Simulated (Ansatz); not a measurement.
# What InB2 (built on the sites of a database entry of YAl2) distorts into, part 2 of 2

Which phase does InB2 (built on the sites of a database entry of YAl2) fall into along its unstable mode, and how much energy does it gain?

Ansatz 0.2.0; DFT PBEsol, scalar-relativistic, plane waves, norm-conserving pseudopotentials.

So far. Step 4 (The mode frozen in, largest atomic shift 0.32 Å): The run ends at a pressure of 6.66 GPa, with forces up to 0.33 eV/Å. Step 5 (Energy along the mode, all amplitudes (two of the runs …): The lowest of the steps tried is at 0.32 Å, 195 meV/atom below the parent; the bottom of the well need not coincide with a step.

The structure was built from a prototype and need not be the compound's stable phase.

### Step 6. Relaxing from the distorted cell

Starting from the lowest point found, all atoms and the cell are let go, so that strain and other modes of the same symmetry can join in.

File input.yaml:

```yaml
crystal:
  lattice:
    - [0.0, 3.296251107, 3.296251107]
    - [3.296251107, 0.0, 3.296251107]
    - [3.296251107, 3.296251107, 0.0]
  atoms:
    - { symbol: In, position: [0.75, 0.75, 0.75] }
    - { symbol: In, position: [0.5, 0.5, 0.5] }
    - { symbol: B, position: [0.153024577, 0.5409262689, 0.153024577] }
    - { symbol: B, position: [0.153024577, 0.153024577, 0.5409262689] }
    - { symbol: B, position: [0.5409262689, 0.153024577, 0.153024577] }
    - { symbol: B, position: [0.153024577, 0.153024577, 0.153024577] }
kpoints:
  mp_grid: { grid: [12, 12, 12] }
hamiltonian:
  xc: pbesol
  pseudopotentials: { kind: nc }
scf:
  occupations: { method: methfessel_paxton, width: 0.2 }
output:
  forces: true
  stress: true
  eigenvalues: true
relax:
  adjacent_minimum: "off"
  f_tol: 0.002
  max_steps: 120
  cell: { stress_tol: 0.03 }
```

On the command line:

```console
$ ansatz run input.yaml --threads 8 --pin off --max-ram 14336MiB --backend cpu --events-out ev --progress --plain --runs-dir out
```

Numbers of over 12 decimals in the logs are rounded to 6 here.

The program printed:

```text
[...]
Crystal: 6 atoms, lattice volume = 71.629 Å³
Basis set: ecut = 1034.032677 eV, 5329 PW (Γ), exchange–correlation on 100×100×100 points (8 copies of the dense FFT grid, shifted against one another)
Bands: 25, of which v1, the nominal top of the filled ones, is band 19 counted from 1 (18 counted from 0)
Symmetry: 24 space group operations
[...]
k-points: 72 of 1728 (time reversal used)
[...]
SCF iter   1: F=—  HF=-3920.740675 eV  |F-HF|=—  |Δ(HF+E_count)|=         —  Δρ=5.73e-2  dr2=6.83e0  ethr=3.10e-3  ⟨swp⟩=5.8  Hψ=9010  notcnv=0
[...]
SCF iter   7: F=-3918.681543 eV  HF=-3918.681543 eV  |F-HF|=1.41e-8  |Δ(HF+E_count)|=   1.48e-7  S|Δr|=    0.00e0  Δρ=6.88e-6  dr2=4.09e-8  ethr=2.63e-10  ⟨swp⟩=14.5  Hψ=12853  notcnv=0
SCF 1 converged in 7 iterations: F = -3918.681543 eV  dr2 = 4.09e-8
relax step   1: F+E_penalty+E_count = -3918.68154280 eV  Δ(F+E_penalty+E_count) = +0.000e0 eV  max|allowed force component| = 1.927e-1 eV/Å  Δτ_max = 0.0000 Å  P = +6.655 GPa  Ω = 71.629 Å³  (7 SCF iters, dr2 threshold 1.00e-7 eV, accepted)
Crystal: 6 atoms, lattice volume = 82.661 Å³
Basis set: ecut = 1034.032677 eV, 6231 PW (Γ), exchange–correlation on 100×100×100 points (8 copies of the dense FFT grid, shifted against one another)
[...]
iter 1 solved again at ethr=8.68e-4 eV; its pass at ethr=3.10e-3 eV (dr2=3.30e-1 eV) is discarded
[...]
SCF iter   6: F=-3918.780393 eV  HF=-3918.780393 eV  |F-HF|=7.61e-8  |Δ(HF+E_count)|=   1.71e-8  S|Δr|=    0.00e0  Δρ=1.29e-5  dr2=1.87e-7  ethr=1.58e-9  ⟨swp⟩=12.7  Hψ=12548  notcnv=0
SCF 2 converged in 6 iterations: F = -3918.780393 eV  dr2 = 1.87e-7
relax step   2: F+E_penalty+E_count = -3918.78039273 eV  Δ(F+E_penalty+E_count) = -9.885e-2 eV  max|allowed force component| = 1.828e-1 eV/Å  Δτ_max = 0.0572 Å  P = -4.358 GPa  Ω = 82.661 Å³  energy of the carried Pulay correction = -2.422e-3 eV  (6 SCF iters, dr2 threshold 6.00e-7 eV, accepted)
Crystal: 6 atoms, lattice volume = 79.043 Å³
Basis set: ecut = 1034.032677 eV, 5961 PW (Γ), exchange–correlation on 100×100×100 points (8 copies of the dense FFT grid, shifted against one another)
[...]
SCF iter   5: F=-3918.835490 eV  HF=-3918.835490 eV  |F-HF|=3.47e-7  |Δ(HF+E_count)|=   1.18e-6  S|Δr|=    0.00e0  Δρ=1.81e-5  dr2=4.22e-7  ethr=1.58e-9  ⟨swp⟩=10.9  Hψ=14353  notcnv=0
SCF 3 converged in 5 iterations: F = -3918.835490 eV  dr2 = 4.22e-7
relax step   3: F+E_penalty+E_count = -3918.83548962 eV  Δ(F+E_penalty+E_count) = -5.510e-2 eV  max|allowed force component| = 6.345e-2 eV/Å  Δτ_max = 0.0087 Å  P = -1.014 GPa  Ω = 79.043 Å³  energy of the carried Pulay correction = -1.666e-3 eV  (5 SCF iters, dr2 threshold 6.00e-7 eV, accepted)
[...]
relax step   4: F+E_penalty+E_count = -3918.83818660 eV  Δ(F+E_penalty+E_count) = -2.697e-3 eV  max|allowed force component| = 7.161e-3 eV/Å  Δτ_max = 0.0004 Å  P = +0.061 GPa  Ω = 78.175 Å³  energy of the carried Pulay correction = -1.480e-3 eV  (5 SCF iters, dr2 threshold 6.00e-7 eV, accepted)
[...]
relax step   5: F+E_penalty+E_count = -3918.83821092 eV  Δ(F+E_penalty+E_count) = -2.433e-5 eV  max|allowed force component| = 4.075e-4 eV/Å  Δτ_max = 0.0011 Å  P = +0.005 GPa  Ω = 78.285 Å³  energy of the carried Pulay correction = -1.504e-3 eV  (4 SCF iters, dr2 threshold 9.39e-9 eV, accepted)
[...]
relax step   6: F+E_penalty+E_count = -3918.84028685 eV  Δ(F+E_penalty+E_count) = -2.076e-3 eV  max|allowed force component| = 5.393e-4 eV/Å  Δτ_max = 0.0000 Å  P = +0.035 GPa  Ω = 78.285 Å³  stress off target by 3.51e-2 GPa  SCF on the basis re-selected at this cell (its energy is not comparable with the rows above)  (5 SCF iters)
[...]
relax step   7: F+E_penalty+E_count = -3918.84028267 eV  Δ(F+E_penalty+E_count) = +4.180e-6 eV  max|allowed force component| = 3.428e-6 eV/Å  Δτ_max = 0.0001 Å  P = +0.000 GPa  Ω = 78.321 Å³  energy of the carried Pulay correction = -7.857e-6 eV  (4 SCF iters, dr2 threshold 3.08e-9 eV, accepted)
[...]
SCF iter   1: F=—  HF=-3918.840350 eV  |F-HF|=—  |Δ(HF+E_count)|=         —  Δρ=1.21e-6  dr2=5.66e-10  ethr=7.71e-8  ⟨swp⟩=5.9  Hψ=17202  notcnv=0
eigensolver tolerance schedule: the retry pair's looser diagonalisation over-reported the residual by 51745.31 of it (diagonalisation noise at an unbounded share of the residual, at the tolerance the schedule requests for it); recorded, not acted on — ethr = c·dr2/N_el stays at c = 1.0e-1
[...]
SCF iter   2: F=—  HF=-3918.840292 eV  |F-HF|=—  |Δ(HF+E_count)|=   5.86e-5  S|Δr|=    0.00e0  Δρ=6.40e-7  dr2=1.64e-10  ethr=1.49e-12  ⟨swp⟩=5.3  Hψ=6550  notcnv=0
[...]
SCF iter   4: F=-3918.840292 eV  HF=-3918.840292 eV  |F-HF|=1.82e-12  |Δ(HF+E_count)|=  1.23e-11  S|Δr|=    0.00e0  Δρ=5.54e-8  dr2=2.65e-12  ethr=1.00e-12  ⟨swp⟩=13.1  Hψ=13015  notcnv=0
SCF 8 converged in 4 iterations: F = -3918.840292 eV  dr2 = 2.65e-12
relax step   8: F+E_penalty+E_count = -3918.84029161 eV  Δ(F+E_penalty+E_count) = -8.941e-6 eV  max|allowed force component| = 1.809e-6 eV/Å  Δτ_max = 0.0000 Å  P = +0.000 GPa  Ω = 78.321 Å³  stress off target by 2.11e-4 GPa  SCF on the basis re-selected at this cell (its energy is not comparable with the rows above)  (4 SCF iters)
[...]
SCF converged after 4 iterations
[...]
Free energy (F): -3918.840292 eV
[...]
Internal energy: -3918.843237 eV  (E = F + TS)
E sigma→0 (E₀):  -3918.841028 eV
Entropy (-TS):   0.002946 eV (0.491 meV/atom)
Fermi energy:    10.687646 eV
Step filling:    the computed levels leave a gap of 0.0025 eV = 0.0 smearing widths at the electron count; against every level under it full and every level over it empty, smearing changes F+E_penalty+E_count by +0.180 meV and its σ→0 estimate by -0.557 meV
[...]
--- Stress (GPa, compression-positive) ---
        0.000211      -0.000000      -0.000000
       -0.000000       0.000211       0.000000
       -0.000000      -0.000000       0.000211
  P = ⅓ Tr σ = 0.0002 GPa (0.002 kbar)
--- Band table (eV; the first three rows and the last of 72) ---
  k-point 0: bands = [... 15 lower, 8.9333, 8.9333, 8.9333, 10.0095, 10.0992, 10.0992, 12.0994, 12.2450, ... 2 higher]
  k-point 1: bands = [... 15 lower, 8.7027, 9.0003, 9.0003, 9.8736, 9.8736, 10.3803, 11.3250, 12.6037, ... 2 higher]
  k-point 2: bands = [... 15 lower, 8.5475, 8.9600, 8.9600, 9.7069, 9.7069, 10.3049, 11.4803, 13.3785, ... 2 higher]
  k-point 71: bands = [... 15 lower, 7.2099, 8.2754, 9.4442, 10.6963, 11.9934, 12.2163, 13.1810, 13.3977, ... 2 higher]
--- Relaxed structure (6 steps of the walk, 6 accepted, 2 SCFs on fresh bases) ---
  F+E_penalty+E_count = -3918.84029161 eV   max|allowed force component| = 1.809e-6 eV/Å   (the final SCF, on the basis selected at the relaxed cell)
  cell:  # Å, volume = 78.3207 Å³
    - [0, 3.395852, 3.395852]
    - [3.395852, 0, 3.395852]
    - [3.395852, 3.395852, 0]
  atoms:
    - { symbol: In, position: [0.750000, 0.750000, 0.750000] }
    - { symbol: In, position: [0.5, 0.5, 0.5] }
    - { symbol: B, position: [0.157344, 0.527967, 0.157344] }
    - { symbol: B, position: [0.157344, 0.157344, 0.527967] }
    - { symbol: B, position: [0.527967, 0.157344, 0.157344] }
    - { symbol: B, position: [0.157344, 0.157344, 0.157344] }
```

Run time: 26 s. Hardware: 8 threads of Intel Xeon Platinum 8488C (Sapphire Rapids), shared host; peak memory 1 GiB; 3.3 min of CPU time.

Relaxation path:

```csv
step,energy less that of the first step (eV),largest force component (eV/Å),pressure (GPa),volume (Å³)
1,0.0000,0.1927,6.66,71.63
2,-0.0988,0.1828,-4.36,82.66
3,-0.1539,0.0635,-1.01,79.04
4,-0.1566,0.0072,0.06,78.17
5,-0.1567,0.0004,0.01,78.28
6*,-0.1587,0.0005,0.04,78.28
7,-0.1587,0.0000,0.00,78.32
8*,-0.1587,0.0000,0.00,78.32
```

Relaxation steps marked * repeat the geometry before them on a plane-wave basis chosen anew for their cell, so energy and pressure can jump there.

The run keeps the 24 symmetry operations that it works with, so distortions that break them were not tested.

```csv
"conventional cell, symmetrised",before,after,change
a (Å),6.593,6.792,+3.0 %
b (Å),6.593,6.792,+3.0 %
c (Å),6.593,6.792,+3.0 %
volume (Å³/atom),11.94,13.05,+9.3 %
```

The atoms that moved most (Å, as changes of fractional coordinates times the final cell):

```csv
atom,dx,dy,dz,length
B4,-0.029,-0.029,0.029,0.051
B6,0.029,0.029,0.029,0.051
B5,0.029,-0.029,-0.029,0.051
B3,-0.029,0.029,-0.029,0.051
```

The relaxed structure:

```cif
data_structure
_symmetry_space_group_name_H-M 'P 1'
_symmetry_Int_Tables_number 1
_cell_length_a 4.8025
_cell_length_b 4.8025
_cell_length_c 4.8025
_cell_angle_alpha 60.000
_cell_angle_beta 60.000
_cell_angle_gamma 60.000
_cell_volume 78.32
loop_
_atom_site_label
_atom_site_type_symbol
_atom_site_fract_x
_atom_site_fract_y
_atom_site_fract_z
_atom_site_occupancy
In1 In 0.75000 0.75000 0.75000 1
In2 In 0.50000 0.50000 0.50000 1
B3 B 0.15734 0.52797 0.15734 1
B4 B 0.15734 0.15734 0.52797 1
B5 B 0.52797 0.15734 0.15734 1
B6 B 0.15734 0.15734 0.15734 1
```

This step gave:

```yaml
pressure: 2.11e-4 GPa
volume_per_atom: 13.05 Å³
```

The distorted start has space group F-43m; the relaxation ends in F-43m.

### Step 7. The new phase in its own primitive cell

The relaxed structure is symmetrised, reduced to its primitive cell and relaxed tightly, as its phonons need.

input.yaml, the sections that differ from step 6:

```yaml
crystal:
  lattice:
    - [0.0, 3.395852427, 3.395852427]
    - [3.395852427, 0.0, 3.395852427]
    - [3.395852427, 3.395852427, 0.0]
  atoms:
    - { symbol: In, position: [0.25, 0.25, 0.25] }
    - { symbol: In, position: [0.5, 0.5, 0.5] }
    - { symbol: B, position: [0.4720327255, 0.8426557582, 0.8426557582] }
    - { symbol: B, position: [0.8426557582, 0.8426557582, 0.8426557582] }
    - { symbol: B, position: [0.8426557582, 0.8426557582, 0.4720327255] }
    - { symbol: B, position: [0.8426557582, 0.4720327255, 0.8426557582] }
kpoints:
  mp_grid: { grid: [10, 10, 10] }
relax:
  adjacent_minimum: "off"
  f_tol: 0.001
  max_steps: 60
  cell: { stress_tol: 0.01 }
# hamiltonian, scf, output: as in step 6
```

The program printed:

```text
[...]
Crystal: 6 atoms, lattice volume = 78.321 Å³
Basis set: ecut = 1034.032677 eV, 5961 PW (Γ), exchange–correlation on 108×108×108 points (8 copies of the dense FFT grid, shifted against one another)
Bands: 25, of which v1, the nominal top of the filled ones, is band 19 counted from 1 (18 counted from 0)
Symmetry: 24 space group operations
[...]
cell:  # Å, volume = 78.0820 Å³
    - [0, 3.392399, 3.392399]
    - [3.392399, 0, 3.392399]
    - [3.392399, 3.392399, 0]
  atoms:
    - { symbol: In, position: [0.250000, 0.250000, 0.250000] }
    - { symbol: In, position: [0.500000, 0.500000, 0.500000] }
    - { symbol: B, position: [0.471372, 0.842876, 0.842876] }
    - { symbol: B, position: [0.842876, 0.842876, 0.842876] }
    - { symbol: B, position: [0.842876, 0.842876, 0.471372] }
    - { symbol: B, position: [0.842876, 0.471372, 0.842876] }
[key lines of the parts left out:]
SCF converged after 4 iterations
Free energy (F): -3918.857884 eV
Fermi energy:    10.760531 eV
P = ⅓ Tr σ = -0.0008 GPa (-0.008 kbar)
```

It took 13 s on 8 threads; peak memory 0.89 GiB; 1.7 min of CPU time.

Relaxation path:

```csv
step,energy less that of the first step (eV),largest force component (eV/Å),pressure (GPa),volume (Å³)
1,0.0000,0.0210,-0.11,78.32
2,-0.0001,0.0156,0.32,77.83
3,-0.0003,0.0074,0.04,78.08
4,-0.0003,0.0015,0.00,78.09
5,-0.0003,0.0000,0.00,78.08
6*,-0.0003,0.0000,0.00,78.08
```

Relaxation steps marked * repeat the geometry before them on a plane-wave basis chosen anew for their cell, so energy and pressure can jump there.

Forces are held to the 24 operations that the run works with; a distortion that breaks them can't arise in this run.

```csv
"conventional cell, symmetrised",before,after,change
a (Å),6.792,6.785,-0.1 %
b (Å),6.792,6.785,-0.1 %
c (Å),6.792,6.785,-0.1 %
volume (Å³/atom),13.05,13.01,-0.3 %
```

Final coordinates:

```xyz
6
Lattice="0.0000 3.3924 3.3924 3.3924 0.0000 3.3924 3.3924 3.3924 0.0000" Properties=species:S:1:pos:R:3 pbc="T T T"
In    1.6962    1.6962    1.6962
In    3.3924    3.3924    3.3924
B     5.7187    4.4585    4.4585
B     5.7187    5.7187    5.7187
B     4.4585    4.4585    5.7187
B     4.4585    5.7187    4.4585
```

This step gave:

```yaml
pressure: -8.32e-4 GPa
volume_per_atom: 13.01 Å³
```

The largest force component left is 0.012 meV/Å and the pressure is -0.001 GPa, within the tolerances set. The cell now holds 13.01 Å³/atom.

### Step 8. Modes of the new phase, k-mesh 10×10×10

A relaxed structure may still be a saddle point, so its zone-centre modes are computed. No field response is asked, since the mesh shows no gap.

input.yaml, the sections that differ from step 7:

```yaml
crystal:
  lattice:
    - [0.0, 3.3923986975, 3.3923986975]
    - [3.3923986975, 0.0, 3.3923986975]
    - [3.3923986975, 3.3923986975, 0.0]
  atoms:
    - { symbol: In, position: [0.25, 0.25, 0.25] }
    - { symbol: In, position: [0.5, 0.5, 0.5] }
    - { symbol: B, position: [0.4713718234, 0.8428760589, 0.8428760589] }
    - { symbol: B, position: [0.8428760589, 0.8428760589, 0.8428760589] }
    - { symbol: B, position: [0.8428760589, 0.8428760589, 0.4713718234] }
    - { symbol: B, position: [0.8428760589, 0.4713718234, 0.8428760589] }
output:
  eigenvalues: true
phonons:
  method: dfpt
# kpoints, hamiltonian, scf: as in step 7
# relax: removed
```

The program printed:

```text
[...]
Crystal: 6 atoms, lattice volume = 78.082 Å³
Basis set: ecut = 1034.032677 eV, 5961 PW (Γ), exchange–correlation on 108×108×108 points (8 copies of the dense FFT grid, shifted against one another)
Bands: 25, of which v1, the nominal top of the filled ones, is band 19 counted from 1 (18 counted from 0)
Symmetry: 24 space group operations
k-points: 282 of 1000 (irreducible under 2 space group operations, time reversal used)
[...]
SCF iter   1: F=—  HF=-3921.043332 eV  |F-HF|=—  |Δ(HF+E_count)|=         —  Δρ=5.68e-2  dr2=7.44e0  ethr=3.10e-3  ⟨swp⟩=5.9  Hψ=35878  notcnv=0
[...]
SCF iter  10: F=-3918.857884 eV  HF=-3918.857884 eV  |F-HF|=1.82e-12  |Δ(HF+E_count)|=  1.32e-11  S|Δr|=    0.00e0  Δρ=5.15e-8  dr2=1.12e-12  ethr=1.00e-12  ⟨swp⟩=16.7  Hψ=58103  notcnv=0
SCF 1 converged in 10 iterations: F = -3918.857884 eV  dr2 = 1.12e-12
[...]
SCF converged after 10 iterations
[...]
Free energy (F): -3918.857884 eV
[...]
Internal energy: -3918.861069 eV  (E = F + TS)
E sigma→0 (E₀):  -3918.858680 eV
Entropy (-TS):   0.003185 eV (0.531 meV/atom)
Fermi energy:    10.760531 eV
[...]
--- Band table (eV; the first three rows and the last of 282) ---
  k-point 0: bands = [... 15 lower, 8.9728, 8.9728, 8.9728, 10.0509, 10.1451, 10.1451, 12.1624, 12.2857, ... 2 higher]
  k-point 1: bands = [... 15 lower, 8.6905, 9.0598, 9.0598, 9.8483, 9.8483, 10.5045, 11.2850, 12.7834, ... 2 higher]
  k-point 2: bands = [... 15 lower, 8.6325, 8.8588, 8.8588, 9.8521, 9.8521, 10.1506, 11.8151, 13.7756, ... 2 higher]
  k-point 281: bands = [... 15 lower, 7.8481, 7.8481, 9.1173, 10.7109, 11.3484, 11.5785, 11.5785, 13.9388, ... 2 higher]
[...]
ASR residual: 6.155e-5 → 0.000e0 eV/Å²; symmetrization residual: 1.550e-5 eV/Å²
  ASR residual per site (eV/Å²): 6.74e-6 6.16e-5 2.76e-6 2.76e-6 2.76e-6 2.76e-6
[...]
```

The job ended after 70 s (8 threads; peak memory 5.4 GiB).

Numbers from this step:

```
sum-rule residual before enforcement                    : 6.16e-5 eV/Å²
point group                                             : -43m
highest optical mode at the zone centre (no LO-TO term) : 793.4 cm⁻¹
lowest optical zone-centre mode                         : -292.2 cm⁻¹
```

Patterns of degenerate modes are one choice out of their space. The modes at Γ (shares of kinetic energy by element, %) (negative means imaginary):

```csv
mode,frequency (cm⁻¹),symmetry,In %,B %
1,-292.2,T1,0,100
2,-292.2,T1,0,100
3,-292.2,T1,0,100
4,-100.3,T2,16,84
5,-100.3,T2,16,84
6,-100.3,T2,16,84
7,0.0,acoustic,84,16
8,0.0,acoustic,84,16
9,0.0,acoustic,84,16
10,125.5,T2,99,1
11,125.5,T2,99,1
12,125.5,T2,99,1
13,237.3,E,0,100
14,237.3,E,0,100
15,410.7,T2,2,98
16,410.7,T2,2,98
17,410.7,T2,2,98
18,793.4,A1,0,100
```

Displacements in mode 2 (-292.2 cm⁻¹), the largest set to 1:
```
In1  0.00  0.00  0.00
In2  0.00  0.00  0.00
B3  -1.00 -0.90 -0.10
B4   1.00 -0.21 -0.79
B5  -0.11  0.90  0.79
B6   0.11  0.21  0.10
```

Displacements in mode 18 (793.4 cm⁻¹), the largest set to 1:
```
In1  0.00  0.00  0.00
In2  0.00  0.00  0.00
B3  -1.00  1.00  1.00
B4  -1.00 -1.00 -1.00
B5   1.00  1.00 -1.00
B6   1.00 -1.00  1.00
```

Before it was imposed, the acoustic sum rule was missed by 6.2e-5 eV/Å². Small misses are needed for a sound result but don't prove that mesh and cutoff are converged. The lowest optical mode is imaginary, 292.2i cm⁻¹, so the energy falls along it.

### Step 9. The phases reached

The phases reached along the modes that were followed are set side by side.

Energies are those of the first relaxation, on the mesh of the frozen mode; space group, volume and gap are those of the last relaxation. Phases, by row:

```csv
mode frozen in,space group,energy from parent (meV/atom),volume (Å³/atom),gap on mesh (eV),lowest zone-centre optical mode (cm⁻¹),largest shift (Å)
parent,Fd-3m,0,11.94,0,–,–
"q = (0, 0, 0), 512i cm⁻¹",I4_1md,-429.4,12.32,0,-419.7,0.459
"q = (0, 0, 0), 512i cm⁻¹",R3m,-1142,15.01,0,47.9,2.092
"q = (0, 0, 0), 512i cm⁻¹",P4/mmm,-1147,13.65,0,-28.3,1.529
"q = (0, 0, 0), 503i cm⁻¹",F-43m,-221.5,13.01,0,-292.2,0.38
```

### Step 10. Outcome

```json
{
 "unstable mode of the parent": "q = (0, 0, 0), 503i cm⁻¹",
 "depth at the lowest point sampled": "195 meV/atom",
 "largest atomic shift at that point": "0.32 Å",
 "space group reached (within 0.01 Å)": "F-43m",
 "energy gained over the parent (first relaxation, on the mesh of the frozen mode)": "222 meV/atom",
 "volume per atom, phase reached": "13.0 Å³",
 "lowest optical zone-centre mode, phase reached": "-292 cm⁻¹",
 "highest optical mode at the zone centre (no LO-TO term), phase reached": "793 cm⁻¹"
}
```

Along this mode the structure falls into F-43m, 222 meV/atom below the parent. At the parent's cell the well is 194.9 meV/atom deep on the steps tried, with its lowest point at a shift of 0.32 Å. Relaxing atoms and cell changes the gain by +26.68 meV/atom against the lowest step (energies at zero smearing). The new phase still has an imaginary mode at the zone centre of its cell, so it is a saddle point on the way to a lower structure. Of the 4 patterns followed to their end from this parent, this one ends 925 meV/atom above the lowest, P4/mmm. Each path keeps the symmetry of its pattern, so a lower phase may lie along a pattern not tried. With no gap, or one that is small against the smearing, the frequencies hang on the k mesh and the smearing, most of all near Kohn anomalies. The starting cell was built on a prototype and not taken from a measurement, so the phase need not exist.

[Logs are printed without paths, hosts, clocks, repeated set-up lines and the standing remarks that a program may print on its own settings, such as how far it seeks lower states.]

[Hosts, paths, dates, database ids (printed as entryN), source tags and the programs' standing remarks are cut or masked in the printed files.]
